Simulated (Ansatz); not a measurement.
## CrBr2 (1T sheet): how robust is the cRPA U?

What does U in CrBr2 (1T sheet) depend on besides the window?

Method: constrained RPA on LDA, plane waves, PAW, in Ansatz 0.2.0.

## Step 1: The starting structure

The cell holds 3 atoms: 1 Cr and 2 Br. Cell: a = 3.356 Å, b = 3.356 Å, c = 30.018 Å, α = 90.0°, β = 90.0°, γ = 120.0°. Vacuum lies along c.

Structure file:

```cif
data_structure
_symmetry_space_group_name_H-M 'P 1'
_symmetry_Int_Tables_number 1
_cell_length_a 3.3558
_cell_length_b 3.3558
_cell_length_c 30.0176
_cell_angle_alpha 90.000
_cell_angle_beta 90.000
_cell_angle_gamma 120.000
_cell_volume 292.74
loop_
_atom_site_label
_atom_site_type_symbol
_atom_site_fract_x
_atom_site_fract_y
_atom_site_fract_z
_atom_site_occupancy
Cr1 Cr 0.00000 0.00000 0.31829 1
Br2 Br 0.33333 0.66667 0.36833 1
Br3 Br 0.66667 0.33333 0.26826 1
```

The structure was relaxed with LDA. The structure was generated from a model, not taken from a measurement. The runs that relaxed it are not among those shown. The program's search for lower electronic states was switched off, so nothing shows that the state found is the lowest. The default PAW set here is soft_2. Its files were made with PBE. The Coulomb interaction is cut off across the vacuum.

## Step 2: Base: Cr t2g, bands v2 to c1, 6×6×1 mesh, medium accuracy

Constrained RPA screens the interaction with every transition except those inside the target bands, which a later many-body model would treat itself.

Contents of input.yaml:

```yaml
crystal:
  lattice:
    - [0.0, 2.372879, 2.372879]
    - [2.372879, -2.372879, 0.0]
    - [17.33064614, 17.33064614, -17.33064614]
  atoms:
    - { symbol: Cr, position: [0.0, 0.0, 0.3182933598] }
    - { symbol: Br, position: [0.3333333333, 0.6666666667, 0.3683270118] }
    - { symbol: Br, position: [0.6666666667, 0.3333333333, 0.2682597077] }
  periodic: [true, true, false]
kpoints:
  mp_grid: { grid: [12, 12, 1] }
hamiltonian:
  xc: lda
scf:
  occupations: { method: gaussian, width: 0.08 }
  n_extra_bands: 19
  max_iter: 150
  lower_state_search: "off"
output:
  crpa:
    kmesh: [6, 6, 1]
    target_bands: [v2, c1]
    projections: [{ species: Cr, l: d, shell: 3, orbitals: [dxz, dyz, dxy] }]
  local_orbitals:
    kmesh: [12, 12, 1]
    orbitals: [{ species: Cr, l: d, shell: 3, orbitals: [dxz, dyz, dxy] }]
    window: { bands: [v2, c1] }
    seedname: lo
```

On the command line:

```bash
ansatz run input.yaml --threads 4 --pin off --max-ram 14745MiB --backend cpu --events-out ev --progress --plain --runs-dir out
```

Numbers of over 12 decimals in the logs are rounded to 6 here.

Output:

```text
scf.n_extra_bands = 19 over 14 filled bands (N_el = 28.0): the run solves 33 bands
Engine: ansatz 0.2.0, aarch64-unknown-linux-gnu
Pseudopotentials: kind: paw
Pseudopotential: Cr, paw, valence charge 14, recommended cutoff 420 eV (normal), Cr.paw.azcp
Pseudopotential: Br, paw, valence charge 7, recommended cutoff 420 eV (normal), Br.paw.azcp
Functional definition: SPW92
  exchange = slater_x
  correlation = pw_c
Crystal: 3 atoms, lattice volume = 292.743 Å³
Basis set: ecut = 420 eV, 5801 PW (Γ)
Bands: 33, of which v1, the nominal top of the filled ones, is band 14 counted from 1 (13 counted from 0)
Symmetry: 12 space group operations
Space group: P-3m1 (ITA 164), of the structure as read, at distance tolerance 6.6e-5 Å
k-points: 19 of 144
Non-local potential: Cr, projectors of the file, l = 0: 3, l = 1: 2, l = 2: 3, l = 3: 1
Non-local potential: Br, projectors of the file, l = 0: 2, l = 1: 2, l = 2: 2
PAW form: soft (Blöchl's): semilocal exchange-correlation on the pseudo side does not see the compensation charge
PAW frozen core: Cr, regenerated for the run's functional, and the local potential with it (the file was generated under x = pbe(κ = 0.804, μ = 0.219515), c = pbe(β = 0.066725))
PAW frozen core: Br, regenerated for the run's functional, and the local potential with it (the file was generated under x = pbe(κ = 0.804, μ = 0.219515), c = pbe(β = 0.066725))
PAW one-centre angular grid: Cr, 590 points (default); XC on 64 Gauss nodes
PAW one-centre angular grid: Br, 110 points (default); XC on 64 Gauss nodes
Initial density: superposition of atomic densities (neutral atoms: chi_scale 0, normalization atom), corrected by the library's trained network
Initial wavefunctions: pseudopotential atomic-orbital guess
Functional: x = slater, c = lda
SCF iter   1: F=—  HF=-8711.149752 eV  |F-HF|=—  |Δ(HF+E_count)|=         —  Δρ=3.23e-3  dr2=2.51e-2  ethr=1.77e-3  ⟨swp⟩=11.9  Hψ=5279  notcnv=0  defer=139
preconditioner: auto → LDOS  [metal: Δε(μ)=0.030 eV  Ē_g=13.572 eV  σ=0.080 eV  W_gap=0.21  n_scr=16 (ndim 8)  ℏωp=9.7 eV  f_vac=0.765  D(μ)=6.17/eV (n_scr^D=18)  β→1.0]
SCF iter   2: F=—  HF=-8711.156703 eV  |F-HF|=—  |Δ(HF+E_count)|=   6.95e-3  Δρ=4.53e-3  dr2=2.76e-2  ethr=8.97e-5  ⟨swp⟩=3.5  Hψ=1385  notcnv=0  defer=246
SCF iter   3: F=—  HF=-8711.149155 eV  |F-HF|=—  |Δ(HF+E_count)|=   7.55e-3  Δρ=2.24e-3  dr2=5.93e-3  ethr=8.97e-5  ⟨swp⟩=2.1  Hψ=691  notcnv=0  defer=246
SCF iter   4: F=—  HF=-8711.147093 eV  |F-HF|=—  |Δ(HF+E_count)|=   2.06e-3  Δρ=3.43e-4  dr2=2.49e-4  ethr=2.12e-5  ⟨swp⟩=2.2  Hψ=548  notcnv=0  defer=246
SCF iter   5: F=—  HF=-8711.147054 eV  |F-HF|=—  |Δ(HF+E_count)|=   3.81e-5  Δρ=5.15e-5  dr2=4.27e-6  ethr=8.88e-7  ⟨swp⟩=3.3  Hψ=802  notcnv=0  defer=246
SCF iter   6: F=—  HF=-8711.147055 eV  |F-HF|=—  |Δ(HF+E_count)|=   9.14e-7  Δρ=1.07e-5  dr2=4.30e-7  ethr=1.53e-8  ⟨swp⟩=4.2  Hψ=1101  notcnv=0  defer=245
SCF iter   7: F=-8711.147056 eV  HF=-8711.147056 eV  |F-HF|=3.33e-8  |Δ(HF+E_count)|=   5.30e-7  Δρ=3.92e-6  dr2=4.75e-8  ethr=3.57e-10  ⟨swp⟩=19.3  Hψ=5419  notcnv=0
SCF 1 converged in 7 iterations: F = -8711.147056 eV  dr2 = 4.75e-8
[...]
NSCF: frozen V_eff on 22 k-points
NSCF: frozen V_eff on 7 k-points
[...]
cRPA screening: q 1/36
cRPA screening: q 2/36
cRPA screening: q 8/36 (q-point 3)
cRPA screening: q 14/36 (q-point 4)
cRPA screening: q 17/36 (q-point 8)
cRPA screening: q 23/36 (q-point 9)
cRPA screening: q 35/36 (q-point 15)
SCF converged after 7 iterations
Free energy (F): -8711.147056 eV
Harris-Foulkes:  -8711.147056 eV  (|F-HF|=3.33e-8)
Internal energy: -8711.129194 eV  (E = F + TS)
E sigma→0 (E₀):  -8711.138125 eV
Entropy (-TS):   -0.017862 eV (-5.954 meV/atom)
Fermi energy:    -4.127237 eV
--- Per-component energies (eV) ---
  E_band       = -649.265532
  E_kinetic    = 615.718974
  E_local      = -46916.595271  (includes V_loc(G=0)·N_el)
  E_nonlocal   = 230.472273
  E_hartree    = 23038.247172
  E_xc         = -661.505577
  E_vxc        = -388.096705  (∫ρ·V_xc dr)
  E_paw        = -5464.491425  (= ΣΔE_a)
  E_vpaw       = -267.235728  (= ΣTr[D̂ρ^β])
  E_aug_tail   = 0.000375  (compensation charges beyond the density's cutoff)
  E_ewald      = 20446.246137
  E_core_change = 0.778147  (= ΣΔE_core)
  E_smearing   = -0.017862  (= −TS)
  E_closure    = 0.000000  (closes the sum)
  Σ components = -8711.147056   (vs F -8711.147056, Δ=0.00e0)
--- Band table (eV; the first three rows and the last of 19) ---
  k-point 0: bands = [... 10 lower, -6.5490, -6.5490, -4.9232, -4.9232, -4.8930, -2.8621, -2.8621, -1.1886, ... 15 higher]
  k-point 1: bands = [... 10 lower, -7.1514, -6.7551, -4.9494, -4.7507, -4.7064, -3.1278, -2.9093, -0.9465, ... 15 higher]
  k-point 2: bands = [... 10 lower, -8.0177, -7.1654, -5.0733, -4.4465, -4.4295, -3.4629, -2.9878, -0.4262, ... 15 higher]
  k-point 18: bands = [... 10 lower, -9.0482, -9.0482, -4.3314, -4.1810, -4.1810, -3.0726, -3.0726, 1.0167, ... 15 higher]
  the weakly bound empty levels are not read free of the cell's end (no_gap_told)
--- cRPA (band scheme, projected local orbitals): target bands 13..15 (1-based), 3 Wannier function(s), 6×6×1 mesh, 30 bands' worth read of 35 solved, ecut_chi 136.0 eV, v(q+G=0) probe_charge, pair densities all_electron ---
  χ-basis size per q: N_G = 1035..1083
  window electrons = 4.0000, filled by tetrahedron_uncorrected; constrained ε̄⁻¹(q = 0, 0) head = 0.545380; min gauge Gram eig = 0.7734
  Kanamori averages over each shell's own Wannier functions (sites counted from 0, functions from 1):
    Site 0, 3D, 3 of 5 d orbitals (Wannier functions 1, 2, 3; wannier90's mr 2, 3, 5):
      screened: U = 3.0472 eV, U' = 2.2197 eV, J = 0.3907 eV
      screened, to within: U = 3.0e-3 eV, U' = 3.0e-3 eV, J = 5.2e-4 eV
      bare: V = 16.1124 eV, V' = 14.9601 eV, J = 0.5610 eV
  Hermiticity witness max|P − P†| over intra, direct and exchange elements: 3.55e-15 eV (screened), 2.58e-17 eV (bare)
  Reality witness max|Im| over intra, direct and exchange elements: 1.10e-16 eV (screened), 2.87e-17 eV (bare)
```

The job ended after 1.7 min (4 threads of Arm Neoverse V1, shared host; peak memory 1.7 GiB).

Numbers from this step:

```
U                                                 : 3.047 eV
U prime (inter-orbital)                           : 2.220 eV
J                                                 : 0.3907 eV
bare V                                            : 16.11 eV
bare J                                            : 0.5610 eV
stated bound on U                                 : 0.003000 eV
U over bare V                                     : 0.1891
electrons in the window                           : 4
head of the constrained inverse dielectric matrix : 0.5454
least eigenvalue of the projection's overlap      : 0.7734
target functions                                  : 3
bands in the sums                                 : 30
r.m.s. miss of the model bands                    : 0.001500 eV
width of the target bands                         : 1.861 eV
weight of the projected orbitals in the window    : 0.8927
```

On the Cr t2g shell, screening brings the on-site interaction from 16.1 eV down to U = 3.05 eV.

## Step 3: Changed: 9×9×1 mesh

Edit input.yaml of step 2 so:

```diff
@@ -21,9 +21,4 @@
   crpa:
-    kmesh: [6, 6, 1]
+    kmesh: [9, 9, 1]
     target_bands: [v2, c1]
     projections: [{ species: Cr, l: d, shell: 3, orbitals: [dxz, dyz, dxy] }]
-  local_orbitals:
-    kmesh: [12, 12, 1]
-    orbitals: [{ species: Cr, l: d, shell: 3, orbitals: [dxz, dyz, dxy] }]
-    window: { bands: [v2, c1] }
-    seedname: lo
```

Output:

```text
[...]
Crystal: 3 atoms, lattice volume = 292.743 Å³
Basis set: ecut = 420 eV, 5801 PW (Γ)
Bands: 33, of which v1, the nominal top of the filled ones, is band 14 counted from 1 (13 counted from 0)
Symmetry: 12 space group operations
[...]
k-points: 19 of 144
[...]
SCF iter   1: F=—  HF=-8711.149752 eV  |F-HF|=—  |Δ(HF+E_count)|=         —  Δρ=3.23e-3  dr2=2.51e-2  ethr=1.77e-3  ⟨swp⟩=11.9  Hψ=5279  notcnv=0  defer=139
[...]
SCF iter   7: F=-8711.147056 eV  HF=-8711.147056 eV  |F-HF|=3.33e-8  |Δ(HF+E_count)|=   5.30e-7  Δρ=3.92e-6  dr2=4.75e-8  ethr=3.57e-10  ⟨swp⟩=19.3  Hψ=5419  notcnv=0
SCF 1 converged in 7 iterations: F = -8711.147056 eV  dr2 = 4.75e-8
[...]
NSCF: frozen V_eff on 12 k-points
[...]
cRPA screening: q 1/81
cRPA screening: q 2/81
cRPA screening: q 8/81 (q-point 3)
cRPA screening: q 14/81 (q-point 4)
cRPA screening: q 20/81 (q-point 5)
[...]
Internal energy: -8711.129194 eV  (E = F + TS)
E sigma→0 (E₀):  -8711.138125 eV
Entropy (-TS):   -0.017862 eV (-5.954 meV/atom)
Fermi energy:    -4.127237 eV
[...]
--- Band table (eV; the first three rows and the last of 19) ---
  k-point 0: bands = [... 10 lower, -6.5490, -6.5490, -4.9232, -4.9232, -4.8930, -2.8621, -2.8621, -1.1886, ... 15 higher]
  k-point 1: bands = [... 10 lower, -7.1514, -6.7551, -4.9494, -4.7507, -4.7064, -3.1278, -2.9093, -0.9465, ... 15 higher]
  k-point 2: bands = [... 10 lower, -8.0177, -7.1654, -5.0733, -4.4465, -4.4295, -3.4629, -2.9878, -0.4262, ... 15 higher]
  k-point 18: bands = [... 10 lower, -9.0482, -9.0482, -4.3314, -4.1810, -4.1810, -3.0726, -3.0726, 1.0167, ... 15 higher]
  the weakly bound empty levels are not read free of the cell's end (no_gap_told)
[...]
χ-basis size per q: N_G = 1033..1083
[...]
Site 0, 3D, 3 of 5 d orbitals (Wannier functions 1, 2, 3; wannier90's mr 2, 3, 5):
      screened: U = 3.0513 eV, U' = 2.2241 eV, J = 0.3903 eV
      screened, to within: U = 2.9e-3 eV, U' = 2.9e-3 eV, J = 5.0e-4 eV
      bare: V = 16.0785 eV, V' = 14.9278 eV, J = 0.5600 eV
[...]
[key lines of the parts left out:]
SCF converged after 7 iterations
Free energy (F): -8711.147056 eV
```

Wall time 4.9 min (4 threads); peak memory 1.8 GiB.

This step gave:

```yaml
u: 3.051 eV
u_prime_inter_orbital: 2.224 eV
j: 0.3903 eV
bare_v: 16.08 eV
bare_j: 0.5600 eV
stated_bound_on_u: 0.002888 eV
u_over_bare_v: 0.1898
electrons_in_the_window: 4.000
head_of_the_constrained_inverse_dielectric_matrix: 0.5575
least_eigenvalue_of_the_projection_s_overlap: 0.7743
target_functions: 3
bands_in_the_sums: 30
width_of_the_target_bands: 1.861 eV
weight_of_the_projected_orbitals_in_the_window: 0.8927
```

On the Cr t2g shell, screening brings the on-site interaction from 16.1 eV down to U = 3.05 eV.

## Step 4: Changed: 3×3×1 mesh

Edit input.yaml of step 3 so:

```diff
@@ -21,3 +21,3 @@
   crpa:
-    kmesh: [9, 9, 1]
+    kmesh: [3, 3, 1]
     target_bands: [v2, c1]
```

Output:

```text
[...]
Crystal: 3 atoms, lattice volume = 292.743 Å³
Basis set: ecut = 420 eV, 5801 PW (Γ)
Bands: 33, of which v1, the nominal top of the filled ones, is band 14 counted from 1 (13 counted from 0)
Symmetry: 12 space group operations
[...]
k-points: 19 of 144
[...]
the weakly bound empty levels are not read free of the cell's end (no_gap_told)
[...]
χ-basis size per q: N_G = 1053..1083
[...]
Site 0, 3D, 3 of 5 d orbitals (Wannier functions 1, 2, 3; wannier90's mr 2, 3, 5):
      screened: U = 3.5097 eV, U' = 2.6575 eV, J = 0.4043 eV
      screened, to within: U = 4.9e-3 eV, U' = 4.9e-3 eV, J = 6.3e-4 eV
      bare: V = 16.5077 eV, V' = 15.3335 eV, J = 0.5738 eV
[...]
[key lines of the parts left out:]
SCF converged after 7 iterations
Free energy (F): -8711.147056 eV
Fermi energy:    -4.127237 eV
```

Run time: 34 s. Hardware: 4 threads; peak memory 1.5 GiB; 2.1 min of CPU time.

Numbers from this step:

| Quantity | Value |
| --- | --- |
| U | 3.510 eV |
| U prime (inter-orbital) | 2.658 eV |
| J | 0.4043 eV |
| bare V | 16.51 eV |
| bare J | 0.5738 eV |
| stated bound on U | 0.004816 eV |
| U over bare V | 0.2126 |
| electrons in the window | 4.000 |
| head of the constrained inverse dielectric matrix | 0.5891 |
| least eigenvalue of the projection's overlap | 0.8285 |
| target functions | 3 |
| bands in the sums | 30 |
| width of the target bands | 1.861 eV |
| weight of the projected orbitals in the window | 0.8927 |

On the Cr t2g shell, screening brings the on-site interaction from 16.5 eV down to U = 3.51 eV.

## Step 5: Changed: smooth pair densities

Edit input.yaml of step 4 so:

```diff
@@ -21,4 +21,5 @@
   crpa:
-    kmesh: [3, 3, 1]
+    kmesh: [6, 6, 1]
     target_bands: [v2, c1]
     projections: [{ species: Cr, l: d, shell: 3, orbitals: [dxz, dyz, dxy] }]
+    pair_densities: pseudo
```

Output:

```text
[...]
Crystal: 3 atoms, lattice volume = 292.743 Å³
Basis set: ecut = 420 eV, 5801 PW (Γ)
Bands: 33, of which v1, the nominal top of the filled ones, is band 14 counted from 1 (13 counted from 0)
Symmetry: 12 space group operations
[...]
k-points: 19 of 144
[...]
the weakly bound empty levels are not read free of the cell's end (no_gap_told)
[...]
χ-basis size per q: N_G = 1035..1083
[...]
Site 0, 3D, 3 of 5 d orbitals (Wannier functions 1, 2, 3; wannier90's mr 2, 3, 5):
      screened: U = 3.0723 eV, U' = 2.2122 eV, J = 0.4048 eV
      screened, to within: U = 1.6e-3 eV, U' = 1.6e-3 eV, J = 1.9e-4 eV
      screened, sum over states alone: U = 3.3444 eV, U' = 2.2939 eV, J = 0.4795 eV
      bare: V = 16.1124 eV, V' = 14.9601 eV, J = 0.5610 eV
[...]
[key lines of the parts left out:]
SCF converged after 7 iterations
Free energy (F): -8711.147056 eV
Fermi energy:    -4.127237 eV
```

Wall time 83 s (4 threads); peak memory 1.6 GiB; 5.2 min of CPU time.

This step gave:

- U: 3.072 eV
- U prime (inter-orbital): 2.212 eV
- J: 0.4048 eV
- bare V: 16.11 eV
- bare J: 0.5610 eV
- stated bound on U: 0.001549 eV
- U over bare V: 0.1907
- electrons in the window: 4
- head of the constrained inverse dielectric matrix: 0.5456
- least eigenvalue of the projection's overlap: 0.7734
- target functions: 3
- bands in the sums: 30
- width of the target bands: 1.861 eV
- weight of the projected orbitals in the window: 0.8927

On the Cr t2g shell, screening brings the on-site interaction from 16.1 eV down to U = 3.07 eV.

## Step 6: Changed: sums over states

Edit input.yaml of step 5 so:

```diff
@@ -24,2 +24,4 @@
     projections: [{ species: Cr, l: d, shell: 3, orbitals: [dxz, dyz, dxy] }]
-    pair_densities: pseudo
+    accuracy: sum_over_states
+    n_empty_bands: 56
+    ecut_chi: 70
```

Output:

```text
[...]
Crystal: 3 atoms, lattice volume = 292.743 Å³
Basis set: ecut = 420 eV, 5801 PW (Γ)
Bands: 33, of which v1, the nominal top of the filled ones, is band 14 counted from 1 (13 counted from 0)
Symmetry: 12 space group operations
[...]
k-points: 19 of 144
[...]
χ-basis size per q: N_G = 365..406
[...]
U and J over all bands: no bound (output.crpa.accuracy: sum_over_states); those below are of the sums over the bands read on the sphere of ecut_chi, with what the atoms add
[...]
Site 0, 3D, 3 of 5 d orbitals (Wannier functions 1, 2, 3; wannier90's mr 2, 3, 5):
      screened: U = 3.2491 eV, U' = 2.2838 eV, J = 0.4576 eV
      bare: V = 16.1124 eV, V' = 14.9601 eV, J = 0.5610 eV
[...]
[key lines of the parts left out:]
SCF converged after 7 iterations
Free energy (F): -8711.147056 eV
Fermi energy:    -4.127237 eV
```

Wall time 13 s (4 threads); peak memory 0.77 GiB; 47 s of CPU time.

This variant gives U = 3.25 eV against 3.05 eV. It is a finite sum over empty states with no bound on its error and stays out of the table below.

[end of part 1 of 2]

[Paths, hosts, dates, memory and timing lines, banners, echoed tables and standing remarks are left out of the program output.]

[Logs are printed without paths, hosts, clocks, repeated set-up lines and the standing remarks that a program may print on its own settings, such as how far it seeks lower states.]

[Runs of the session that timed out or met a known fault of the program may be left out.]

[Hosts, paths, dates, database ids (printed as entryN), source tags and the programs' standing remarks are cut or masked in the printed files.]
